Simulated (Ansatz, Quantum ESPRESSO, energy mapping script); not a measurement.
# CoO: exchange couplings from total energies, part 2 of 2

How strongly do the moments of CoO couple under PBE, QE, GBRV? The plan is to run several orders and fit a Heisenberg model.

PBE; plane waves, collinear spin, no spin–orbit coupling.

So far. Step 5 (Run 4 (compensated +−; cell B, 4 atoms)): The run ends antiferromagnetic, 130.35 meV a magnetic atom below the parallel order of its cell (energies taken at zero occupation width, not the printed F). Step 7 (Run 6 (parallel; cell D, 6 atoms)): The run ends ferromagnetic. For each magnetic atom its energy differs from the parallel run of the first cell by -0.03 meV, an error that one common reference would have brought in.

## 8. Order 7: uncompensated ++−, cell D of 6 atoms

Level of this step: PBE, GBRV potentials (Quantum ESPRESSO).

This order reverses 5.33 of the 12 neighbours at 3.01 Å and 1.33 of the 6 neighbours at 4.26 Å, counted for an average magnetic atom.

Input file pw.in:

```
&control
  calculation = 'scf'
  prefix = 'pw'
  outdir = './tmp/'
  pseudo_dir = './pseudo/'
  verbosity = 'low'
/
&system
  ibrav = 0
  nat = 6
  ntyp = 3
  ecutwfc = 45
  ecutrho = 360
  nbnd = 52
  occupations = 'smearing'
  smearing = 'fd'
  degauss = 0.00367493
  nspin = 2
  starting_magnetization(1) = 0.1765
  starting_magnetization(2) = -0.1765
/
&electrons
  conv_thr = 1.5e-08
  electron_maxstep = 120
  mixing_beta = 0.3
  mixing_mode = 'plain'
/
ATOMIC_SPECIES
  Co1 58.9332 Co.upf
  Co2 58.9332 Co.upf
  O 15.9990 O.upf
CELL_PARAMETERS angstrom
  0.00000000 2.13150000 2.13150000
  0.00000000 2.13150000 -2.13150000
  -6.39450000 -2.13150000 0.00000000
ATOMIC_POSITIONS crystal
  Co1 0.00000000 0.00000000 0.00000000
  Co1 0.33333333 0.33333333 0.66666667
  Co2 0.66666667 0.66666667 0.33333333
  O 0.83333333 0.83333333 0.66666667
  O 0.16666667 0.16666667 0.33333333
  O 0.50000000 0.50000000 0.00000000
K_POINTS automatic
  11 11 11 0 0 0
```

Run with:

```console
OMP_NUM_THREADS=1 mpirun -n 4 pw.x -nk 4 -in pw.in > pw.out
```

Output:

```text
[banner, memory and clock lines left out]
Program PWSCF v.7.5 starts
[...]
unit-cell volume          =     392.1063 (a.u.)^3
     number of atoms/cell      =            6
[...]
number of electrons       =        69.00
     number of Kohn-Sham states=           52
     kinetic-energy cutoff     =      45.0000  Ry
     charge density cutoff     =     360.0000  Ry
[...]
internal energy E=F+TS    =    -992.13944635 Ry
     The total energy is F=E-TS. E is the sum of the following terms:
     one-electron contribution =    -549.25572207 Ry
     hartree contribution      =     314.82150664 Ry
     xc contribution           =    -120.01664577 Ry
     ewald contribution        =    -637.68858516 Ry
     total magnetization       =     3.01 Bohr mag/cell
     absolute magnetization    =     8.18 Bohr mag/cell
     convergence has been achieved in  19 iterations
[key lines of the parts left out:]
!    total energy              =    -992.14801073 Ry
the Fermi energy is    13.8148 ev
```

The job ended after 3 min (4 MPI ranks of Arm Neoverse V2, shared host; peak memory 0.84 GiB; 12 min of CPU time).

The run ends ferrimagnetic, 22.01 meV a magnetic atom above the parallel order of its cell (energies taken at zero occupation width, not the printed F).

## 9. The fit

Each energy difference is a sum of couplings weighted by the pairs that the order reverses. A few near shells are fitted to the differences by least squares. Energies are those extrapolated to zero occupation width, not the free energies F.

The orders that converged (zero: parallel moments in the same cell):

| order | atoms | energy (meV a magnetic atom) | moments (μB) | moments kept as typed | opposed neighbours at 3.01, 4.26 Å |
| --- | --- | --- | --- | --- | --- |
| parallel in cell A | 4 | 0.00 | 2.55 | yes | 0, 0 |
| compensated +− in cell A | 4 | 89.35 | 2.35 | yes | 8, 0 |
| parallel in cell B | 4 | 0.00 | 2.55 | yes | 0, 0 |
| compensated +− in cell B | 4 | -130.35 | 2.40 | yes | 6, 6 |
| parallel in cell D | 6 | 0.00 | 2.55 | yes | 0, 0 |
| uncompensated ++− in cell D | 6 | 22.01 | 2.36 to 2.47 | yes | 5.33, 1.33 |

Couplings from the energies, with E = −Σ J e·e over ordered pairs:

| pair | distance (Å) | neighbours | J (meV) |
| --- | --- | --- | --- |
| Co–Co | 3.01 | 12 | 5.74 |
| Co–Co | 4.26 | 6 | -16.5 |

Adding the shell at 5.22 Å gives 4.4, -16 and 0.59 meV and a mean-field temperature of 763 K, an exact solve that tests nothing.

The script's first fit took in one more shell; these couplings, and the temperatures drawn from them, were computed anew from the same energies.

Limits of this fit: 1 of the orders did not finish or lost their signs.

In mean field these couplings order at 766 K, at q = (0.50, 0.50, 0.50) in fractions of the conventional cell's reciprocal vectors, and give a Curie–Weiss temperature of -234 K.

## 10. Ordering temperature by Monte Carlo

Mean field ignores fluctuations and overstates the ordering temperature, so the model is also sampled. The heat capacity peaks where order sets in.

Classical unit spins with these couplings on 8×8×4 copies of a cell that holds the lowest order (512 spins), heat-bath sweeps, cooled from random directions, 300 sweeps to settle and 900 measured at each temperature.

| T (K) | order along the lowest pattern | net moment | heat capacity (k_B a spin) |
| --- | --- | --- | --- |
| 92.0 | 0.36 | 0.01 | 1.01 |
| 171 | 0.28 | 0.01 | 1.10 |
| 250 | 0.42 | 0.02 | 1.13 |
| 329 | 0.28 | 0.02 | 1.35 |
| 408 | 0.35 | 0.02 | 1.59 |
| 487 | 0.24 | 0.03 | 1.77 |
| 527 | 0.21 | 0.03 | 1.74 |
| 606 | 0.16 | 0.03 | 1.12 |
| 685 | 0.12 | 0.03 | 0.66 |
| 764 | 0.09 | 0.03 | 0.36 |
| 843 | 0.08 | 0.03 | 0.31 |

The smoothed heat capacity peaks at 495 K. The order column follows one pattern alone; equivalent domains or another pattern share the rest.

## 11. Summary of results

```
lowest order tried                    : compensated +− in cell B
largest fitted value, Co–Co at 4.26 Å : -16.5 meV
ordering temperature, mean field      : 766 K
heat-capacity peak, Monte Carlo       : 495 K
```

In words: Of the orders tried, CoO prefers the order “compensated +− in cell B” under PBE, QE, GBRV, with 6 of 12 neighbours at 3.01 Å and 6 of 6 neighbours at 4.26 Å opposed, and the heat capacity of the fitted model peaks near 495 K (Monte Carlo, classical spins). The largest fitted coupling is the Co–Co pair at 4.26 Å, antiferromagnetic at -17 meV, across a ligand at about 180°. It also takes up the part of reversed shells that are not fitted, so neither its size nor its rank as a single path is established. The orders also reverse pairs at 5.22 and 6.03 Å, which are not fitted, so the fitted values hold their part too. With 3 differences for 2 couplings the fit misses by 4.9 meV at most, a small part of the spread. Taking in the shell at 5.22 Å as well gives 4.4, -16 and 0.59 meV and a mean-field temperature of 763 K. The shorter fit, which has an equation to spare, is the one used. In the fitted orders moments change by up to 7.8 % against the parallel run of the same cell, so the mapping is rough. Every order is gapless on its mesh at this level. In a metal exchange reaches farther, and a short model of fixed moments is less apt; where the compound is in fact an insulator, these couplings come from a wrongly metallic state. Monte Carlo puts the peak at 0.65 of the mean-field temperature, since mean field leaves out fluctuations. In tests on simple cubic and body-centred models such peaks lay 5 to 6 % under the bulk value. On cooling, the order along the one computed pattern stays at or under 0.43: the model settles in an equivalent domain, a degenerate mixture or another order. The parallel order holds 3 μB a magnetic atom, spin 1.5; the common factor (S+1)/S would raise the classical 495 K to 825 K, a correction that often overshoots. The classical value and the one scaled by (S+1)/S differ by a factor of 1.7, so closeness of either to the measured temperature is partly a matter of convention.

1 further run of the session is left out of this account and of its counts and ranges: runs hit by known faults of a program or its files, repeats, responses too ill-conditioned to give a U, cells squeezed past sense, harmless faults, or fits whose shells could not be counted again from the structure.

Computed beside measured:

| quantity | measured | PBE, QE, GBRV, Monte Carlo | PBE, QE, GBRV, Monte Carlo × (S+1)/S |
| --- | --- | --- | --- |
| ordering temperature (spin model) (K) | 291 | 495 (+70.1 %) | 825 (+183.4 %) |

Measured values from arxiv:2004.06613 (2020).

How well it matches: For the ordering temperature, of the levels listed nearest comes PBE, QE, GBRV, Monte Carlo (+70.1 %, a clear miss) and farthest PBE, QE, GBRV, Monte Carlo × (S+1)/S (+183.4 %, a clear miss). No cell relaxation is part of this session.

[Logs and program files are shortened in this print: banners, set-up blocks, solver, clock and traceback lines can be left out without a mark of their own.]

[Logs are printed without paths, hosts, clocks, repeated set-up lines and the standing remarks that a program may print on its own settings, such as how far it seeks lower states.]

[Hosts, paths, dates, database ids (printed as entryN), source tags and the programs' standing remarks are cut or masked in the printed files.]

[Where a cell is said to come from a database of computed structures, the database is the Materials Project.]
